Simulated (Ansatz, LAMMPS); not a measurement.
# Relaxing glassy Na2Si4O9 (90 atoms)

Wanted: the relaxed structure of glassy Na2Si4O9 (90 atoms) and its electronic structure.

Calculated with Ansatz 0.2.0; Kohn-Sham DFT, PBE, PAW (set soft_2), plane waves.

**Experiments to compare with.** Na-O nearest neighbour distance in sodium silicate glasses from Zotov and Keppler (1998), who studied sodium tetrasilicate glass by neutron diffraction (as quoted in “Computer modeling of natural silicate melts: what can we learn from ab   initio simulations”, 2009, arxiv:0907.2530): nearest Na–O distance 2.425 Å. Si-Na distance estimated from earlier sodium K-edge XAFS experiments (refs. 26, 27), quoted for comparison with the simulated glass (as quoted in “Structural and electronic properties of the sodium tetrasilicate glass   Na2Si4O9 from classical and ab initio molecular-dynamics   simulations”, 2001, arxiv:cond-mat/0109263): nearest Si–Na distance 3.8 Å; nearest Na–Na distance 3.2 Å.

## Step 1: Starting point

The cell holds 90 atoms: 12 Na, 54 O and 24 Si. Cell: a = 10.817 Å, b = 10.817 Å, c = 10.817 Å, α = 90.0°, β = 90.0°, γ = 90.0°. 90 atoms (12 Na, 54 O, 24 Si) placed at random at 2.38 g/cm³, melted at 4500 K for 20 ps at fixed volume with the Morse and Coulomb pair potential with partial charges (Pedone, Malavasi, Menziani, Cormack and Segre, J. Phys. Chem. B 110, 11780 (2006)). Quenched from 4500 K to 300 K at 10 K/ps and fixed volume, held 5 ps.

Limits known from the start: The quench rate of 10 K/ps is many orders above laboratory rates, so the cell is likely richer in defects and strain than a real sample. The network of bonds at the start is that of the classical potential that made the cell. Only the Γ point is sampled, in a cell whose shortest periodic width is 11 Å.

## Step 2: Single point at the start

The forces at the start show how far the geometry lies from a minimum of this functional.

input.yaml reads:

```yaml
crystal:
  lattice:
    - [10.8166, 0.0, 0.0]
    - [0.0, 10.8166, 0.0]
    - [0.0, 0.0, 10.8166]
  atoms:
    - { symbol: Na, position: [0.71428, 0.9665, 0.51639] }
    - { symbol: Na, position: [0.96009, 0.74814, 0.85747] }
    - { symbol: Na, position: [0.54762, 0.9326, 0.03201] }
    - { symbol: Na, position: [0.40444, 0.25879, 0.90163] }
    [... 80 atom lines left out ...]
    - { symbol: Si, position: [0.13785, 0.27129, 0.73184] }
    - { symbol: Si, position: [0.41346, 0.24984, 0.59536] }
    - { symbol: Si, position: [0.37431, 0.96781, 0.53912] }
    - { symbol: Si, position: [0.63958, 0.22328, 0.04227] }
    - { symbol: Si, position: [0.79658, 0.28791, 0.39307] }
    - { symbol: Si, position: [0.66398, 0.68957, 0.83065] }
kpoints:
  mp_grid: { grid: [1, 1, 1] }
hamiltonian:
  xc: pbe
scf:
  occupations: { method: fixed }
output:
  forces: true
  stress: true
  populations: true
  dos:
    method: { smearing: { sigma: 0.08 } }
    de: 0.1
    projected: { site_lists: { Na: [Na], O: [O], Si: [Si] } }
  eigenvalues: true
```

Run with:

```
$ ansatz run input.yaml --threads 4 --pin off --max-ram 8192MiB --backend cpu --events-out ev --progress --plain --runs-dir out
```

It took 18 s on 4 threads of Arm Neoverse V1, shared host; peak memory 1.5 GiB; 69 s of CPU time.

The run gave:

```
free energy                                      : -63824.4791 eV
free energy per atom                             : -709.1609 eV/atom
SCF cycles                                       : 9
pressure                                         : 4.903 GPa
r.m.s. force component                           : 1.286 eV/Å
longest force                                    : 5.556 eV/Å
Fermi energy                                     : 4.775 eV
gap (highest filled to lowest empty level) : 1.75 eV
spilling of the projection                       : 0.01091
```

The r.m.s. force component of 1.3 eV/Å and the pressure of 4.9 GPa set the starting point.

Length of the force by element:

| element | coordination | atoms | mean length of the force (eV/Å) | spread | least | most |
| --- | --- | --- | --- | --- | --- | --- |
| Na | all | 12 | 0.651 | 0.252 | 0.178 | 1.01 |
| O | all | 54 | 1.76 | 0.876 | 0.346 | 4.22 |
| Si | all | 24 | 2.91 | 1.07 | 1.22 | 5.56 |

## Step 3: Relaxation

The atoms are relaxed in the fixed cell, aiming at the force tolerance of the input.

input.yaml, the sections that differ from step 2:

```yaml
output:
  forces: true
relax:
  f_tol: 0.05
  max_steps: 200
# crystal, kpoints, hamiltonian, scf: as in step 2
```

It took 3.2 min on 4 threads; peak memory 1.4 GiB; 12 min of CPU time.

Step by step:

| step | energy less that of the first step (eV) | largest force component (eV/Å) |
| --- | --- | --- |
| 1 | 0.0000 | 4.9186 |
| 2 | -3.6579 | 3.4452 |
| 3 | -6.3803 | 0.7564 |
| 4 | -6.8573 | 0.5797 |
| 5 | -7.1833 | 0.2596 |
| 6 | -7.3245 | 0.1910 |
| 7 | -7.4373 | 0.1624 |
| 8 | -7.5226 | 0.1368 |
| 9 | -7.5974 | 0.2810 |
| 10 | -7.7147 | 0.1508 |
| 11 | -7.7431 | 0.2061 |
| 12 | -7.8389 | 0.2094 |
| 13 | -7.8992 | 0.3007 |
| 14 | -7.9433 | 0.3173 |
| 15 | -7.9983 | 0.1620 |
| 16 | -8.0358 | 0.0985 |
| 17 | -8.0665 | 0.1236 |
| 18 | -8.0943 | 0.1106 |
| 19 | -8.0972 | 0.1791 |
| 20 | -8.1270 | 0.0584 |
| 21 | -8.1324 | 0.0477 |
| 22 | -8.1349 | 0.0313 |

The atoms that moved most (Å):

| atom | dx | dy | dz | length |
| --- | --- | --- | --- | --- |
| Na8 | 0.569 | -0.848 | 0.768 | 1.278 |
| O59 | -0.759 | 0.578 | -0.574 | 1.113 |
| O43 | -0.583 | -0.831 | -0.225 | 1.040 |
| Na1 | -0.494 | 0.777 | -0.287 | 0.965 |
| O55 | -0.724 | 0.386 | -0.219 | 0.849 |
| O66 | -0.149 | -0.106 | -0.787 | 0.808 |
| Na5 | 0.203 | -0.693 | -0.282 | 0.775 |
| O44 | 0.510 | 0.207 | 0.490 | 0.737 |

The relaxation changed the energy by -90.4 meV/atom, and atoms moved by 0.45 Å r.m.s., 1.3 Å at most.

## Step 4: Local order after relaxation

Bonds before and after, by the cutoffs listed below:

| pair | bonds before | bonds after | mean before (Å) | mean after (Å) | spread before (Å) | spread after (Å) |
| --- | --- | --- | --- | --- | --- | --- |
| O-Si | 96 | 96 | 1.620 | 1.640 | 0.052 | 0.035 |

Density 2.38 g/cm³, 14.06 Å³ an atom.

g(r), total and by pair (bins of 0.2 Å):

| r (Å) | total | O-O | O-Si | O-Na | Si-Si | Si-Na | Na-Na |
| --- | --- | --- | --- | --- | --- | --- | --- |
| 1.50 | 0.75 | 0.00 | 2.35 | 0.00 | 0.00 | 0.00 | 0.00 |
| 1.70 | 3.71 | 0.00 | 11.62 | 0.00 | 0.00 | 0.00 | 0.00 |
| 1.90 | 0.00 | 0.00 | 0.00 | 0.00 | 0.00 | 0.00 | 0.00 |
| 2.10 | 0.11 | 0.00 | 0.00 | 0.68 | 0.00 | 0.00 | 0.00 |
| 2.30 | 0.52 | 0.00 | 0.00 | 3.26 | 0.00 | 0.00 | 0.00 |
| 2.50 | 0.74 | 1.15 | 0.00 | 2.04 | 0.00 | 0.00 | 0.00 |
| 2.70 | 2.16 | 5.47 | 0.00 | 1.06 | 0.00 | 0.23 | 0.00 |
| 2.90 | 0.50 | 0.62 | 0.05 | 0.72 | 1.03 | 0.81 | 0.79 |
| 3.10 | 0.86 | 0.54 | 0.12 | 0.65 | 4.97 | 1.66 | 2.98 |
| 3.30 | 0.96 | 0.79 | 0.75 | 0.42 | 1.66 | 2.56 | 3.85 |
| 3.50 | 0.88 | 0.65 | 1.11 | 0.51 | 0.00 | 2.57 | 1.68 |
| 3.70 | 0.93 | 0.63 | 1.25 | 1.02 | 0.00 | 1.91 | 0.52 |
| 3.90 | 1.03 | 0.63 | 1.72 | 0.97 | 0.56 | 0.82 | 0.00 |
| 4.10 | 1.24 | 0.74 | 2.00 | 1.44 | 0.31 | 0.62 | 2.10 |
| 4.30 | 1.23 | 0.86 | 1.71 | 1.34 | 1.43 | 0.57 | 0.79 |
| 4.50 | 0.87 | 0.90 | 0.66 | 1.19 | 1.03 | 0.95 | 0.00 |
| 4.70 | 0.90 | 1.23 | 0.60 | 1.12 | 0.80 | 0.32 | 0.64 |
| 4.90 | 1.10 | 1.41 | 0.89 | 0.97 | 1.39 | 0.81 | 0.28 |
| 5.10 | 1.15 | 1.55 | 0.69 | 1.14 | 1.14 | 1.29 | 0.54 |
| 5.30 | 0.93 | 1.10 | 0.63 | 0.91 | 1.43 | 0.94 | 1.23 |

Bonds by pair of elements; cutoffs follow the first minimum of g(r), held within bounds set by covalent radii, and pairs that aren't listed don't count as bonded:

| pair A-B | cutoff (Å) | bonds | mean length (Å) | spread (Å) | shortest (Å) | B about A | A about B |
| --- | --- | --- | --- | --- | --- | --- | --- |
| O-Si | 2.12 | 96 | 1.64 | 0.035 | 1.56 | 1.78 | 4 |
| O-Na | 2.83 | 52 | 2.41 | 0.182 | 2.09 | 0.963 | 4.33 |

The cutoff for O-Na falls short of the minimum of g(r), so counts run low and odd coordinations can be artefacts.

How many atoms have how many bonded neighbours:

| element | mean | 2 | 3 | 4 | 5 | 6 |
| --- | --- | --- | --- | --- | --- | --- |
| Na | 4.33 | 0 | 1 | 7 | 3 | 1 |
| O | 2.74 | 23 | 23 | 7 | 1 | 0 |
| Si | 4 | 0 | 0 | 24 | 0 | 0 |

Bond angles (no mean is given where the spread exceeds 20°):

| angle | count | mean (°) | spread (°) |
| --- | --- | --- | --- |
| O-Si-O | 144 | 109 | 4.9 |
| O-Na-O | 90 | - | - |
| Na-O-Si | 72 | 110 | 18.7 |
| Si-O-Si | 42 | 143 | 14 |
| Na-O-Na | 30 | - | - |

Oxygen atoms by the number of network formers (Si, P, Ge, B, Al, As, Ga) bound to them:

| network formers bound to O | O atoms | per cent |
| --- | --- | --- |
| 0 | 0 | 0 |
| 1 | 12 | 22.2 |
| 2 | 42 | 77.8 |

Network units: each former by its oxygen neighbours and how many of them bridge to another former:

| former | O neighbours | bridging O | atoms |
| --- | --- | --- | --- |
| Si | 4 | 2 | 1 |
| Si | 4 | 3 | 10 |
| Si | 4 | 4 | 13 |

Bond length by coordination (bonds to H left out):

| element | coordination | atoms | mean bond length (Å) |
| --- | --- | --- | --- |
| Na | 3 | 1 | 2.27 |
| Na | 4 | 7 | 2.39 |
| Na | 5 | 3 | 2.44 |
| Na | 6 | 1 | 2.54 |
| O | 2 | 23 | 1.64 |
| O | 3 | 23 | 1.97 |
| O | 4 | 7 | 2.14 |
| O | 5 | 1 | 2.29 |

Rings of the network by King's shortest-path rule, up to 12 atoms, one path for each pair of neighbours; H, halogens, alkali and alkaline-earth atoms are left out, and the last column divides by all other atoms, bonded or not:

| ring size (atoms) | rings | per network atom |
| --- | --- | --- |
| 8 | 4 | 0.051 |
| 10 | 4 | 0.051 |
| 12 | 5 | 0.064 |

First main peaks of g(r), for some of the pairs, lie near 2.7 Å (O-O), 1.6 Å (O-Si), 2.3 Å (O-Na), 3.1 Å (Si-Si), 3.4 Å (Si-Na) and 3.3 Å (Na-Na). The O-Si-O angle averages 109° with a spread of 5°. 78 % of the oxygens bridge two formers (Si) and 22 % are non-bridging. The commonest Si unit has 4 oxygens, 4 of them shared with other formers (13 of 24 atoms). Rings of 12 atoms are the most common (38 % of those counted); sizes run from 8 to 12, where the search stops.

## Step 5: Single point at the relaxed geometry

One more single point at the end of the walk gives the fuller output and checks the residual forces.

input.yaml reads:

```yaml
crystal:
  lattice:
    - [10.8166, 0.0, 0.0]
    - [0.0, 10.8166, 0.0]
    - [0.0, 0.0, 10.8166]
  atoms:
    - { symbol: Na, position: [0.66857, 0.03835, 0.48983] }
    - { symbol: Na, position: [0.95225, 0.76694, 0.87038] }
    - { symbol: Na, position: [0.52555, 0.91256, 0.07042] }
    - { symbol: Na, position: [0.37607, 0.23498, 0.92458] }
    [... 80 atom lines left out ...]
    - { symbol: Si, position: [0.16061, 0.28823, 0.73196] }
    - { symbol: Si, position: [0.42984, 0.25956, 0.61229] }
    - { symbol: Si, position: [0.39546, 0.96737, 0.55548] }
    - { symbol: Si, position: [0.63028, 0.22281, 0.03901] }
    - { symbol: Si, position: [0.79867, 0.28482, 0.39652] }
    - { symbol: Si, position: [0.6642, 0.6966, 0.857] }
kpoints:
  mp_grid: { grid: [1, 1, 1] }
hamiltonian:
  xc: pbe
scf:
  occupations: { method: fixed }
output:
  forces: true
  stress: true
  populations: intrinsic
  dos:
    method: { smearing: { sigma: 0.08 } }
    de: 0.1
    projected: { site_lists: { Na: [Na], O: [O], Si: [Si] } }
  eigenvalues: true
  write_density: true
  write_potential: true
  volumetric_format: npy
```

The job ended after 19 s (4 threads; peak memory 1.5 GiB; 73 s of CPU time).

The program notes that the exchange-correlation potential is rough where the density is thin.

Numbers from this run:

```yaml
free_energy: -63832.6140 eV
free_energy_per_atom: -709.2513 eV/atom
scf_cycles: 9
pressure: 0.3967 GPa
r_m_s_force_component: 0.00771 eV/Å
longest_force: 0.03202 eV/Å
fermi_energy: 3.929 eV
spacing_of_highest_filled_and_lowest_empty_level: 2.736 eV
```

Intrinsic-atomic-orbital charges by element:

| element | coordination | atoms | mean charge (e) | spread | least | most |
| --- | --- | --- | --- | --- | --- | --- |
| Na | all | 12 | 0.810 | 0.0128 | 0.788 | 0.833 |
| O | all | 54 | -0.933 | 0.0737 | -1.09 | -0.860 |
| Si | all | 24 | 1.69 | 0.0533 | 1.55 | 1.77 |

States in the cell by windows of 1 eV, zero at the Fermi level; the larger projections on atomic orbitals stand beside the total:

| from (eV) | to (eV) | total | O p | Si p | O s |
| --- | --- | --- | --- | --- | --- |
| -18 | -17 | 18.3 | 0.4 | 2.3 | 14.2 |
| -17 | -16 | 3.6 | 0.1 | 0.4 | 2.7 |
| -16 | -15 | 2.0 | 0.0 | 0.3 | 1.6 |
| -15 | -12 | 0.0 | 0.0 | 0.0 | 0.0 |
| -12 | -11 | 4.0 | 2.6 | 0.1 | 0.1 |
| -11 | -10 | 9.0 | 6.0 | 0.5 | 0.4 |
| -10 | -9 | 13.8 | 9.5 | 1.3 | 0.6 |
| -9 | -8 | 15.4 | 11.1 | 2.1 | 0.6 |
| -8 | -7 | 31.1 | 23.9 | 6.1 | 0.3 |
| -7 | -6 | 11.3 | 8.8 | 1.9 | 0.3 |
| -6 | -5 | 34.5 | 28.4 | 3.5 | 1.6 |
| -5 | -4 | 58.1 | 51.3 | 3.2 | 1.7 |
| -4 | -3 | 65.1 | 60.2 | 1.9 | 1.1 |
| -3 | -2 | 40.7 | 38.6 | 0.8 | 0.4 |
| -2 | -1 | 34.5 | 32.3 | 1.0 | 0.2 |
| -1 | 0 | 4.5 | 4.2 | 0.2 | 0.0 |
| 0 | 1 | 1.9 | 1.8 | 0.0 | 0.0 |
| 1 | 2 | 0.0 | 0.0 | 0.0 | 0.0 |
| 2 | 3 | 2.0 | 0.0 | 0.1 | 0.5 |
| 3 | 4 | 0.0 | 0.0 | 0.0 | 0.0 |
| 4 | 5 | 11.4 | 1.2 | 1.9 | 1.8 |

The curve was stored every 0.10 eV, coarse against its broadening of 0.08 eV, so these counts are rough.

With fixed occupations the program's Fermi level is the highest filled level; weight inside the gap is the broadening of levels at its edges.

Between -26 and -18 eV lie 156 more states.

The stored curve holds about 504 of the 528 electrons; the rest, give or take the few that broadening carries across the Fermi level, lie in deeper levels below its range.

The levels nearest the highest filled one (over half full), pooled over k-points and spins:

| level less the highest filled one (eV) | occupation |
| --- | --- |
| -1.26 | 2 |
| -1.14 | 2 |
| -1.09 | 2 |
| -0.677 | 2 |
| -0.0748 | 2 |
| 0 | 2 |
| 2.74 | 0 |
| 4.17 | 0 |
| 4.37 | 0 |
| 4.51 | 0 |
| 4.64 | 0 |
| 4.79 | 0 |

Mean intrinsic-atomic-orbital charges: Na +0.81, O -0.93, Si +1.69 e.

## Step 6: Results

| Item | Value |
| --- | --- |
| energy change in the relaxation | -90.39 meV/atom |
| r.m.s. displacement | 0.453 Å |
| largest displacement | 1.278 Å |
| free energy per atom | -709.2513 eV/atom |
| pressure | 0.3967 GPa |
| r.m.s. force component | 0.00771 eV/Å |
| gap (highest filled to lowest empty level) | 2.736 eV |
| wall time of the 3 DFT runs | 3.8 min |

What this shows: Relaxation lowers the energy by 90.4 meV/atom and moves atoms by 0.45 Å r.m.s.; the r.m.s. force component goes from 1.3 to 0.0077 eV/Å, the pressure goes from 4.9 to 0.40 GPa, and the gap from 1.75 to 2.74 eV. From the first step to the last the energy fell by 8.135 eV, and the largest move was 1.28 Å (Na8). The O-Si bonds go from 1.620 Å (spread 0.052) to 1.640 Å (spread 0.035). 78 % of the oxygens bridge two formers (Si) and 22 % are non-bridging. The highest filled and lowest empty levels differ by 2.74 eV (at Γ alone); a semilocal functional tends to put such gaps too low. In a disordered cell it changes from sample to sample, and tail or defect levels can set it.

Caveats: The network of bonds at the start is that of the classical potential that made the cell; in DFT atoms moved by 0.45 Å r.m.s. The stress is far from hydrostatic: its diagonal is 1.1, -2.0, 2.1 GPa, compression counted positive.

Against the measurements quoted at the start:

| quantity | measured | this cell | difference | method of the measurement |
| --- | --- | --- | --- | --- |
| nearest Na–O distance | 2.425 Å | 2.33 Å | -3.9 % | neutron diffraction |
| nearest Si–Na distance | 3.8 Å | 3.43 Å | -9.7 % | Na K-edge XAFS |
| nearest Na–Na distance | 3.2 Å | 3.27 Å | +2.2 % | Na K-edge XAFS |

The cell differs from the measured distances by up to 9.7 %. Distances of this cell are positions of the first main peak of g(r), or bond means where the peak is narrow; means over all bonds within a cutoff lie farther out for broad shells. The network comes from the model that made the cell; in DFT atoms moved by 0.45 Å r.m.s.

[Logs are printed without paths, hosts, clocks, repeated set-up lines and the standing remarks that a program may print on its own settings, such as how far it seeks lower states.]

[Hosts, paths, dates, database ids (printed as entryN), source tags and the programs' standing remarks are cut or masked in the printed files.]
